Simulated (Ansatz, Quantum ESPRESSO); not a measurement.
**Equation of state of rock salt HfN**

How stiff is rock salt HfN under hydrostatic load? Each row scales the relaxed cell evenly and relaxes the atoms. The phase is followed to these pressures whether or not it stays the stable one.

Calculated with Quantum ESPRESSO 7.5, PBEsol, GBRV 1.5 ultrasoft potentials, cutoff 680 eV, Fermi–Dirac smearing 0.05 eV, k-mesh 17×17×17, no spin polarisation, no spin-orbit coupling.

Reference cell, relaxed at zero pressure with PBEsol (Fm-3m): a = 3.1803 Å, b = 3.1803 Å, c = 3.1803 Å, α = 60.00°, β = 60.00°, γ = 60.00°.

```csv
atom,x,y,z
Hf,0.0000,0.0000,0.0000
N,0.5000,0.5000,0.5000
```

```
V (Å³/atom)    V/V0  P (GPa)  E − E0 (meV/atom)
    10.6901  0.9400   20.471               42.0
    10.9175  0.9600   12.906               18.2
    11.1450  0.9800    6.109                4.5
    11.8273  1.0400  −10.447               14.9
    12.0548  1.0600  −14.886               32.7
```

V0 = 11.3724 Å³ an atom, where the residual pressure P0 is −0.013 GPa. **Question.** Fit the Birch–Murnaghan law and give the pressure and the energy at V = 11.5999 Å³ an atom, a row left out above.

With the Eulerian strain f = ½[(V0/V)^(2/3) − 1] and F = (P − P0)/[3f(1 + 2f)^(5/2)], the third-order law is the line F = B0 + (3/2) B0 (B′ − 4) f.

| f | F (GPa) |
| --- | --- |
| 0.02106 | 292.52 |
| 0.01379 | 291.65 |
| 0.00678 | 291.09 |
| −0.01290 | 287.73 |
| −0.01905 | 286.76 |

A straight line through the 5 rows: the means are 0.001936 for f and 289.95 for F, Σ(Δx)² = 0.00119 and ΣΔxΔy = 0.1747, so the slope is 0.1747/0.00119 = 146.78 and the intercept 289.95 − (146.78)(0.001936) = 289.67.

Hence B0 = 289.7 GPa and B′ = 4 + (146.8)/(1.5 × 289.7) = 4.34. For the withheld volume f = −0.00656, F = 288.70 GPa and P = −5.51 GPa. The run itself gives −5.51 GPa, so the estimate misses by 0.00 GPa, a rounding's worth.

Integrating the same law gives E − E0 = (9/2) B0 V0 f²[1 + (B′ − 4) f] + P0(V0 − V), with 1 GPa Å³ = 6.2415 meV: 4.0 meV an atom. The run itself gives 3.7 meV, so the estimate misses by 0.3 meV; the fitted rows themselves lie up to 0.7 meV off the law.

The same fit over all rows at other levels or in other programs gives B0 = 284 GPa with PBEsol (Ansatz).

[Logs are printed without paths, hosts, clocks, repeated set-up lines and the standing remarks that a program may print on its own settings, such as how far it seeks lower states.]
